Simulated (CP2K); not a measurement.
Consider methylthioethylene at its PBE geometry (Å).

```xyz
10

C     2.0964   -0.3145   -0.4447
C     0.7903   -0.2922   -0.1356
S    -0.2282    1.1319   -0.1869
C    -1.8085    0.4277    0.3540
H     2.6395    0.5760   -0.7612
H     2.6535   -1.2482   -0.3860
H     0.2786   -1.2055    0.1777
H    -2.1562   -0.3456   -0.3426
H    -2.5313    1.2520    0.3562
H    -1.7341    0.0185    1.3693
```

Method: CP2K XAS_TDP, all-electron GAPW, PBEh(45%), aug-cc-pVDZ, TDA, no relativity.

Q: Predict the bright core excitations at the C K edge.

Leading lines: C1 281.04 eV, C2 281.82 eV and C4 283.83 eV. The leading line of an atom is its first one with 35 % of the strongest within 2.5 eV of its lowest line over the strength cut. 

The first six lines of each atom with a strength over 0.0015:

```csv
atom,energy (eV),states,"strength, one atom"
C1 (bonded to C and 2 H),281.04,1,0.0473
,283.94,1,0.0052
,284.36,1,0.0146
,284.89,1,0.0022
,285.06,1,0.0024
,285.39,1,0.0036
"C2 (bonded to C, S and H)",281.82,1,0.0542
,284.69,1,0.0368
,284.85,1,0.0082
,285.63,1,0.0058
,286.31,1,0.0015
,287.08,1,0.0024
C4 (bonded to S and 3 H),283.83,1,0.0394
,284.57,1,0.0079
,285.03,1,0.0142
,285.26,1,0.0230
,285.72,1,0.0085
,286.14,1,0.0018
```

Lines are vertical, at one geometry, with no vibrational structure. Without a correction of the core level, line positions, and the gaps between valence and Rydberg lines, follow the share of exact exchange. At this level such K lines come out 3 to 6 eV under measured ones. These values hold no scalar relativity, about 0.1 eV for C 1s. Rydberg lines, and the discretised continuum above threshold, depend on the basis and the box.

[Banner, clock and machine lines of the logs are left out without a mark of their own.]

[Logs are printed without paths, hosts, clocks, repeated set-up lines and the standing remarks that a program may print on its own settings, such as how far it seeks lower states.]

[Hosts, paths, dates, database ids (printed as entryN), source tags and the programs' standing remarks are cut or masked in the printed files.]
